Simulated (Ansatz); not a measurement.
## Binding across the interface in twisted Zr2CO2 MXene bilayer, 38.21° (70 atoms)

Aim: the interaction energy between the two parts of twisted Zr2CO2 MXene bilayer, 38.21° (70 atoms) and its distance dependence.

Calculated with Ansatz 0.2.0; Kohn-Sham DFT, revPBE+D4, PAW (set soft_2), plane waves.

## Step 1: Set-up

The cell holds 70 atoms: 14 C, 28 Zr and 28 O. Cell: a = 8.757 Å, b = 8.757 Å, c = 26.080 Å, α = 90.0°, β = 90.0°, γ = 120.0°. It derives from Zr2CO2 (Zr2CO2 MXene). Zr2CO2 MXene (a = 3.31 Å) under Zr2CO2 MXene (a = 3.31 Å), bilayer, commensurate cell of 7 unit cells a layer, twist 38.21 deg; facing planes 2.88 Å apart; 14 Å of vacuum; layers as built, displaced by a Gaussian of 0.01 Å. Regions: layer 1, 35 atoms (7 C, 14 Zr and 14 O); layer 2, 35 atoms (7 C, 14 Zr and 14 O). Vacuum lies along c.

## Step 2: Single point at the start

The forces at the start show how far the geometry lies from a minimum of this functional.

File input.yaml:

```yaml
crystal:
  lattice:
    - [8.7574, 0.0, 0.0]
    - [-4.3787, 7.58413, 0.0]
    - [0.0, 0.0, 26.08]
  atoms:
    - { symbol: C, position: [0.00189, 0.00133, 0.35697] }
    - { symbol: Zr, position: [0.18967, 0.23873, 0.40905] }
    - { symbol: Zr, position: [0.23769, 0.04654, 0.30425] }
    - { symbol: O, position: [0.23706, 0.04875, 0.44412] }
    - { symbol: O, position: [0.18888, 0.23802, 0.26748] }
    - { symbol: C, position: [0.14179, 0.42851, 0.35612] }
    - { symbol: Zr, position: [0.33451, 0.66783, 0.40874] }
    - { symbol: Zr, position: [0.38188, 0.47526, 0.30355] }
    - { symbol: O, position: [0.38042, 0.47542, 0.44462] }
    - { symbol: O, position: [0.33378, 0.66613, 0.26826] }
    - { symbol: C, position: [0.28951, 0.86059, 0.35608] }
    - { symbol: Zr, position: [0.47645, 0.09567, 0.40835] }
    - { symbol: Zr, position: [0.5231, 0.90727, 0.30457] }
    - { symbol: O, position: [0.52387, 0.904, 0.44504] }
    - { symbol: O, position: [0.47624, 0.0969, 0.26731] }
    - { symbol: C, position: [0.42885, 0.28734, 0.35657] }
    - { symbol: Zr, position: [0.61929, 0.5236, 0.4089] }
    - { symbol: Zr, position: [0.66713, 0.33364, 0.30375] }
    - { symbol: O, position: [0.66658, 0.33279, 0.44519] }
    - { symbol: O, position: [0.61916, 0.52475, 0.26797] }
    - { symbol: C, position: [0.57193, 0.71503, 0.35641] }
    - { symbol: Zr, position: [0.76176, 0.95366, 0.4098] }
    - { symbol: Zr, position: [0.80965, 0.76376, 0.30345] }
    - { symbol: O, position: [0.80925, 0.76028, 0.44456] }
    - { symbol: O, position: [0.7624, 0.95308, 0.26923] }
    - { symbol: C, position: [0.71303, 0.14236, 0.35684] }
    - { symbol: Zr, position: [0.90815, 0.38366, 0.409] }
    - { symbol: Zr, position: [0.95219, 0.19012, 0.30376] }
    - { symbol: O, position: [0.95166, 0.1903, 0.44476] }
    - { symbol: O, position: [0.90325, 0.38175, 0.2685] }
    - { symbol: C, position: [0.85595, 0.57092, 0.35706] }
    - { symbol: Zr, position: [0.04778, 0.80603, 0.40927] }
    - { symbol: Zr, position: [0.09487, 0.61831, 0.30341] }
    - { symbol: O, position: [0.09439, 0.61969, 0.44484] }
    - { symbol: O, position: [0.05047, 0.81161, 0.26802] }
    - { symbol: C, position: [0.74078, 0.74123, 0.64339] }
    - { symbol: Zr, position: [0.50249, 0.55071, 0.69492] }
    - { symbol: Zr, position: [0.55019, 0.78795, 0.59072] }
    - { symbol: O, position: [0.54738, 0.78893, 0.73178] }
    - { symbol: O, position: [0.50322, 0.55131, 0.55495] }
    - { symbol: C, position: [0.59821, 0.0293, 0.64343] }
    - { symbol: Zr, position: [0.35877, 0.83928, 0.69662] }
    - { symbol: Zr, position: [0.40685, 0.07422, 0.59162] }
    - { symbol: O, position: [0.4049, 0.07423, 0.7319] }
    - { symbol: O, position: [0.35848, 0.83759, 0.55522] }
    - { symbol: C, position: [0.31127, 0.59844, 0.64317] }
    - { symbol: Zr, position: [0.07179, 0.40785, 0.69595] }
    - { symbol: Zr, position: [0.12214, 0.64608, 0.59079] }
    - { symbol: O, position: [0.12098, 0.64365, 0.73164] }
    - { symbol: O, position: [0.07367, 0.40787, 0.55445] }
    - { symbol: C, position: [0.45414, 0.31291, 0.64347] }
    - { symbol: Zr, position: [0.21769, 0.12602, 0.69591] }
    - { symbol: Zr, position: [0.26267, 0.35914, 0.59104] }
    - { symbol: O, position: [0.26448, 0.36002, 0.73249] }
    - { symbol: O, position: [0.21586, 0.12142, 0.55518] }
    - { symbol: C, position: [0.16707, 0.8821, 0.64344] }
    - { symbol: Zr, position: [0.92962, 0.69302, 0.69639] }
    - { symbol: Zr, position: [0.97668, 0.93076, 0.59115] }
    - { symbol: O, position: [0.97985, 0.93226, 0.7313] }
    - { symbol: O, position: [0.92756, 0.69176, 0.55527] }
    - { symbol: C, position: [0.88246, 0.45448, 0.64291] }
    - { symbol: Zr, position: [0.64759, 0.26554, 0.69635] }
    - { symbol: Zr, position: [0.69439, 0.50554, 0.59008] }
    - { symbol: O, position: [0.68974, 0.50428, 0.73219] }
    - { symbol: O, position: [0.64553, 0.2662, 0.55549] }
    - { symbol: C, position: [0.0264, 0.17191, 0.64298] }
    - { symbol: Zr, position: [0.78769, 0.97802, 0.69539] }
    - { symbol: Zr, position: [0.83477, 0.21686, 0.59143] }
    - { symbol: O, position: [0.83638, 0.21756, 0.73222] }
    - { symbol: O, position: [0.78631, 0.97927, 0.55454] }
kpoints:
  mp_grid: { grid: [3, 3, 1] }
hamiltonian:
  xc: revpbe
  dispersion: d4
scf:
  occupations: { method: fermi_dirac, width: 0.025 }
output:
  forces: true
```

On the command line:

```console
ansatz run input.yaml --threads 4 --pin off --max-ram 15872MiB --backend cpu --events-out ev --progress --plain --runs-dir out
```

Numbers of over 12 decimals in the logs are rounded to 6 here.

What it wrote:

```text
Engine: ansatz 0.2.0, aarch64-unknown-linux-gnu
Pseudopotentials: kind: paw
Pseudopotential: C, paw, valence charge 4, recommended cutoff 420 eV (normal), C.paw.azcp
Pseudopotential: Zr, paw, valence charge 12, recommended cutoff 420 eV (normal), Zr.paw.azcp
Pseudopotential: O, paw, valence charge 6, recommended cutoff 420 eV (normal), O.paw.azcp
[... 5 lines on functional and potentials left out ...]
Crystal: 70 atoms, lattice volume = 1732.162 Å³
Basis set: ecut = 420 eV, 33921 PW (Γ), exchange–correlation on 120×120×360 points (8 copies of the dense FFT grid, shifted against one another)
Bands: 350, of which v1, the nominal top of the filled ones, is band 280 counted from 1 (279 counted from 0)
Symmetry: 1 space group operations
Space group: P1 (ITA 1), of the structure as read, at distance tolerance 1.2e-4 Å
k-points: 5 of 9 (time reversal used)
[... 10 lines on functional and potentials left out ...]
Initial density: superposition of atomic densities (neutral atoms: chi_scale 0, normalization atom), corrected by the library's trained network
Initial wavefunctions: pseudopotential atomic-orbital guess
Functional: x = revpbe(κ = 1.245, μ = 0.219515), c = pbe(β = 0.066725)
SCF iter   1: F=—  HF=-136841.271458 eV  |F-HF|=—  |Δ(HF+E_count)|=         —  Δρ=4.12e-3  dr2=5.07e-1  ethr=1.77e-3  ⟨swp⟩=7.0  Hψ=7232  notcnv=0  defer=204
preconditioner: auto → Resta (q_TF=auto, 2.260 Å⁻¹)  ε∞=4.0  [insulator: Δε(μ)=1.164 eV  Ē_g=9.499 eV  σ=0.025 eV  W_gap=1.00  n_scr=348 (ndim 8)  ℏωp=16.4 eV  f_vac=0.455  D(μ)=0.00/eV (n_scr^D=0)  ε∞_Penn≈4.0  vacuum switching on, ρ_ref=6.5e-3 e/Å³]
SCF iter   2: F=—  HF=-136841.199756 eV  |F-HF|=—  |Δ(HF+E_count)|=   7.17e-2  Δρ=2.17e-3  dr2=8.33e-2  ethr=9.05e-5  ⟨swp⟩=2.2  Hψ=2786  notcnv=0  defer=280
SCF iter   3: F=—  HF=-136841.195864 eV  |F-HF|=—  |Δ(HF+E_count)|=   3.89e-3  Δρ=1.14e-3  dr2=3.26e-2  ethr=1.49e-5  ⟨swp⟩=2.0  Hψ=2241  notcnv=0  defer=155
automatic band count: iteration 3 solves 325 bands in place of 350: the levels show a gap, and the empty bands left out lie too high to hold charge; the band table lists the bands solved (type scf.n_extra_bands for more)
SCF iter   4: F=—  HF=-136841.200445 eV  |F-HF|=—  |Δ(HF+E_count)|=   4.58e-3  Δρ=6.95e-4  dr2=1.55e-2  ethr=5.82e-6  ⟨swp⟩=2.2  Hψ=2285  notcnv=0  defer=155
SCF iter   5: F=—  HF=-136841.198976 eV  |F-HF|=—  |Δ(HF+E_count)|=   1.47e-3  Δρ=1.88e-4  dr2=6.83e-4  ethr=2.77e-6  ⟨swp⟩=2.4  Hψ=2252  notcnv=0  defer=155
SCF iter   6: F=—  HF=-136841.199308 eV  |F-HF|=—  |Δ(HF+E_count)|=   3.31e-4  Δρ=1.30e-4  dr2=3.69e-4  ethr=1.22e-7  ⟨swp⟩=3.0  Hψ=2742  notcnv=0  defer=155
SCF iter   7: F=—  HF=-136841.199405 eV  |F-HF|=—  |Δ(HF+E_count)|=   9.72e-5  Δρ=3.59e-5  dr2=2.20e-5  ethr=6.59e-8  ⟨swp⟩=2.0  Hψ=2217  notcnv=0  defer=155
SCF iter   8: F=—  HF=-136841.200261 eV  |F-HF|=—  |Δ(HF+E_count)|=   8.56e-4  Δρ=1.96e-5  dr2=7.32e-6  ethr=3.93e-9  ⟨swp⟩=2.0  Hψ=2432  notcnv=0  defer=155
SCF iter   9: F=—  HF=-136841.200262 eV  |F-HF|=—  |Δ(HF+E_count)|=   5.91e-7  Δρ=8.90e-6  dr2=2.01e-6  ethr=1.31e-9  ⟨swp⟩=2.0  Hψ=2302  notcnv=0  defer=155
SCF iter  10: F=—  HF=-136841.200261 eV  |F-HF|=—  |Δ(HF+E_count)|=   2.15e-7  Δρ=2.72e-6  dr2=1.43e-7  ethr=3.59e-10  ⟨swp⟩=2.2  Hψ=2308  notcnv=0  defer=155
SCF iter  11: F=-136841.200261 eV  HF=-136841.200261 eV  |F-HF|=3.02e-8  |Δ(HF+E_count)|=   5.68e-8  Δρ=1.75e-6  dr2=6.02e-8  ethr=1.79e-11  ⟨swp⟩=4.0  Hψ=5284  notcnv=0
SCF 1 converged in 11 iterations: F = -136841.200261 eV  dr2 = 6.02e-8
  greatest PAW one-centre occupation: 0.995 electrons in one spin orbital (limit 2), on the Zr atom at site 62 (counted from 0), in its partial waves of l = 0
SCF converged after 11 iterations
Free energy (F): -136841.200261 eV
Harris-Foulkes:  -136841.200261 eV  (|F-HF|=3.02e-8)
Internal energy: -136841.200261 eV  (E = F + TS)
E sigma→0 (E₀):  -136841.200261 eV
Fermi energy:    4.383776 eV
--- Per-component energies (eV) ---
  E_band       = -7144.249397
  E_kinetic    = 15523.892095
  E_local      = -416652.727318  (includes V_loc(G=0)·N_el)
  E_nonlocal   = 3815.337636
  E_hartree    = 201155.978080
  E_xc         = -7332.412271
  E_vxc        = -8886.388767  (∫ρ·V_xc dr)
  E_paw        = -88654.195177  (= ΣΔE_a)
  E_vpaw       = -3256.416506  (= ΣTr[D̂ρ^β])
  E_aug_tail   = 0.068634  (compensation charges beyond the density's cutoff)
  E_ewald      = 155327.017557
  E_disp       = -21.998215  (pairwise vdW)
  E_core_change = -2.161281  (= ΣΔE_core)
  E_smearing   = -0.000000  (= −TS)
  E_closure    = 0.000000  (closes the sum)
  Σ components = -136841.200261   (vs F -136841.200261, Δ=0.00e0)
--- Forces (eV/Å), atoms counted from 1 ---
  atom   1  C     -0.17734925    -0.11070378    -0.29171158
  atom   2  Zr     0.22545131    -0.19433247     0.64975913
  atom   3  Zr    -0.12340231     0.28219622    -0.73552692
  atom   4  O      0.20578557    -0.17252385    -0.22212161
  atom   5  O      0.07478294     0.01028024     0.39544776
  atom   6  C     -0.00549713     0.12132108     0.12740947
  atom   7  Zr     0.31473595    -0.11075527     0.62789802
  atom   8  Zr    -0.17756624     0.11270259    -0.60758416
  atom   9  O     -0.15706549     0.12346497    -0.27178720
  atom  10  O     -0.13280714     0.06255416     0.23905168
  atom  11  C     -0.20098523    -0.34309082     0.13586640
  atom  12  Zr    -0.05360217     0.25350920     1.00801256
  atom  13  Zr     0.16080007    -0.23262822    -0.80125488
  atom  14  O     -0.05561471     0.02775012    -0.26525243
[...]
atom  69  O     -0.06068623    -0.06963381    -0.30754394
  atom  70  O      0.10622558    -0.09512182     0.36762259
  max |Σ_I F_I| component: 1.09e-4 eV/Å
```

Run time: 2.3 min. Hardware: 4 threads of Arm Neoverse V1, shared host; peak memory 9.6 GiB.

The r.m.s. force at the start is 0.32 eV/Å.

## Step 3: Relaxation

The atoms are relaxed in the fixed cell, aiming at the force tolerance of the input.

File input.yaml:

```yaml
crystal:
  lattice:
    - [8.7574, 0.0, 0.0]
    - [-4.3787, 7.58413, 0.0]
    - [0.0, 0.0, 26.08]
  atoms:
    [... the 70 atom lines of step 2 ...]
kpoints:
  mp_grid: { grid: [3, 3, 1] }
hamiltonian:
  xc: revpbe
  dispersion: d4
scf:
  occupations: { method: fermi_dirac, width: 0.025 }
output:
  forces: true
relax:
  f_tol: 0.05
  max_steps: 120
```

What it wrote:

```text
[...]
Crystal: 70 atoms, lattice volume = 1732.162 Å³
Basis set: ecut = 420 eV, 33921 PW (Γ), exchange–correlation on 120×120×360 points (8 copies of the dense FFT grid, shifted against one another)
Bands: 350, of which v1, the nominal top of the filled ones, is band 280 counted from 1 (279 counted from 0)
Symmetry: 1 space group operations
[...]
k-points: 5 of 9 (time reversal used)
[...]
SCF iter   1: F=—  HF=-136841.271460 eV  |F-HF|=—  |Δ(HF+E_count)|=         —  Δρ=4.12e-3  dr2=5.07e-1  ethr=1.77e-3  ⟨swp⟩=7.0  Hψ=7232  notcnv=0  defer=204
[...]
SCF iter   7: F=-136841.200250 eV  HF=-136841.200249 eV  |F-HF|=6.25e-7  |Δ(HF+E_count)|=   9.06e-5  Δρ=3.57e-5  dr2=2.11e-5  ethr=1.12e-8  ⟨swp⟩=3.0  Hψ=5792  notcnv=0
SCF 1 converged in 7 iterations: F = -136841.200250 eV  dr2 = 2.11e-5
[...]
relax step   1: F+E_penalty+E_count = -136841.20025000 eV  Δ(F+E_penalty+E_count) = +0.000e0 eV  max|allowed force component| = 1.059e0 eV/Å  Δτ_max = 0.0000 Å  (7 SCF iters, dr2 threshold 6.25e-5 eV, accepted)
[...]
relax step   2: F+E_penalty+E_count = -136840.54944057 eV  Δ(F+E_penalty+E_count) = +6.508e-1 eV  max|allowed force component| = 1.238e0 eV/Å  Δτ_max = 0.1318 Å  (9 SCF iters, dr2 threshold 7.02e-5 eV, rejected (line search))
[...]
relax step   3: F+E_penalty+E_count = -136841.57459936 eV  Δ(F+E_penalty+E_count) = -3.743e-1 eV  max|allowed force component| = 3.848e-2 eV/Å  Δτ_max = 0.0659 Å  (11 SCF iters, accepted)
SCF converged after 11 iterations
Free energy (F): -136841.574599 eV
[...]
Internal energy: -136841.574599 eV  (E = F + TS)
E sigma→0 (E₀):  -136841.574599 eV
Fermi energy:    4.603650 eV
[...]
--- Forces (eV/Å), atoms counted from 1 ---
  atom   1  C      0.00744970    -0.00583696     0.02632917
  atom   2  Zr    -0.01984672     0.00918405    -0.02047079
  atom   3  Zr     0.00225423     0.00407495     0.00624241
  atom   4  O      0.00078437     0.00019568     0.00770237
  atom   5  O      0.00431127     0.00072734     0.00599424
  atom   6  C      0.01440100    -0.00543552    -0.00347897
  atom   7  Zr    -0.02023467     0.01430757    -0.00958968
  atom   8  Zr     0.00083470     0.00011155     0.01150684
  atom   9  O      0.00362006    -0.01800748     0.00152331
  atom  10  O      0.00840022     0.00512412     0.01147761
  atom  11  C     -0.00995555    -0.01082006     0.01784968
  atom  12  Zr    -0.00304180    -0.01234326    -0.01754577
  atom  13  Zr     0.01439625    -0.00328507    -0.00387216
  atom  14  O     -0.00259253     0.00215980     0.00052552
[...]
atom  69  O     -0.00317242     0.00435893    -0.00863749
  atom  70  O     -0.00224026     0.00429157    -0.00795696
  max |Σ_I F_I| component: 4.67e-5 eV/Å
--- Relaxed structure (3 steps of the walk, 2 accepted, 0 SCFs on fresh bases) ---
  F+E_penalty+E_count = -136841.57459936 eV   max|allowed force component| = 3.848e-2 eV/Å
  atoms:
    - { symbol: C, position: [3.5651302878111034e-5, 0.000381587, 0.357599] }
    - { symbol: Zr, position: [0.190490, 0.237877, 0.410862] }
    - { symbol: Zr, position: [0.237997, 0.047737, 0.304134] }
    - { symbol: O, position: [0.238846, 0.047127, 0.445452] }
[...]
- { symbol: O, position: [0.787278, 0.978956, 0.553656] }
```

Run time: 6.8 min. Hardware: 4 threads; peak memory 9.7 GiB; 27 min of CPU time.

The relaxation converged after 3 steps, 0.374 eV below its start, with a largest force component of 0.038 eV/Å.

(Continued in part 2 of 3.)

[Logs are printed without paths, hosts, clocks, repeated set-up lines and the standing remarks that a program may print on its own settings, such as how far it seeks lower states.]

[Hosts, paths, dates, database ids (printed as entryN), source tags and the programs' standing remarks are cut or masked in the printed files.]
